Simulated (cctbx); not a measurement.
# Symmetry from intensities

Cell: a = 8.2210 Å, b = 8.2880 Å, c = 8.0360 Å, α = 90.00°, β = 90.00°, γ = 90.00°. Expected content of the cell: Tl4 La4 Rh4 Sr4 O24.

Simulated single-crystal data (cctbx): Cu Kα, λ = 1.54184 Å, to d = 0.83 Å, 50 % of the full sphere, strongest reflection 5000 counts, noise from counting, a 1.5 % proportional error and a noise floor of 15 counts (s.d.); no absorption, some extinction.

Tests on the unmerged data give:

```text
1933 reflections to d = 0.830 A
centring   violations  <I/sigma> of those
    A          0 of   982      0.0
    B          0 of   965      0.0
    C          0 of  1001     -0.0
    I        139 of   961      1.2
    R        204 of  1310      2.7
    F          0 of  1474     -0.0
Laue class    unique    Rint  (classes that these axes allow; Friedel mates merged)
F m m m           140   0.053
space group    extra absences  I>4sigma  <I/sigma>
F 2 2 2                 0          0         -  acentric
F m m 2                 0          0         -  acentric
F 2 m m                 0          0         -  acentric
F m 2 m                 0          0         -  acentric
F m m m                 0          0         -  centric
Wilson B = 0.44 A^2   <|E^2-1|> = 1.081 (0.968 centric, 0.736 acentric)   E^2>4: 2.2 %
shell (A)         n   <I/sigma>
 4.72 - 1.65     24     23.4
 1.65 - 1.32     17     14.4
 1.32 - 1.16     13     23.6
 1.16 - 1.05     23     19.5
 1.05 - 0.98     13     12.1
 0.98 - 0.92     21     19.2
 0.92 - 0.87     19     14.3
 0.87 - 0.84     10     17.5
```

**Question.** What are the lattice type, the Laue class and the likely space group?

The reflections that A, B, C and F centring forbids are absent (⟨I/σ⟩ near 0), so the lattice is F. F holds A, B and C together. The true lattice is C: the reflections that would show it are too weak in these data.

Only F m m m fits these axes (Rint 0.053); a search for a hidden higher lattice was not made. It includes Bijvoet differences, since Friedel mates are merged.

5 settings pass the absence test. No glide or screw absences show, which leaves F 2 2 2, F m m 2, F 2 m m, F m 2 m and F m m m.

⟨|E²−1|⟩ = 1.081 leans to a centrosymmetric structure. Here that hint misleads: the statistic assumes many like atoms on general positions, and few, heavy or special-position atoms break it. The Wilson B of 0.44 Å² means U ≈ 0.0056 Å².

The true group is C222 (no. 21), Laue class mmm, non-centrosymmetric. It isn't in the list: pseudo-symmetry or weak reflections misled the tests.

The model is made up (kin elements in a known structure type, no relaxation), so it says nothing on whether the phase exists.

[Logs are printed without paths, hosts, clocks, repeated set-up lines and the standing remarks that a program may print on its own settings, such as how far it seeks lower states.]
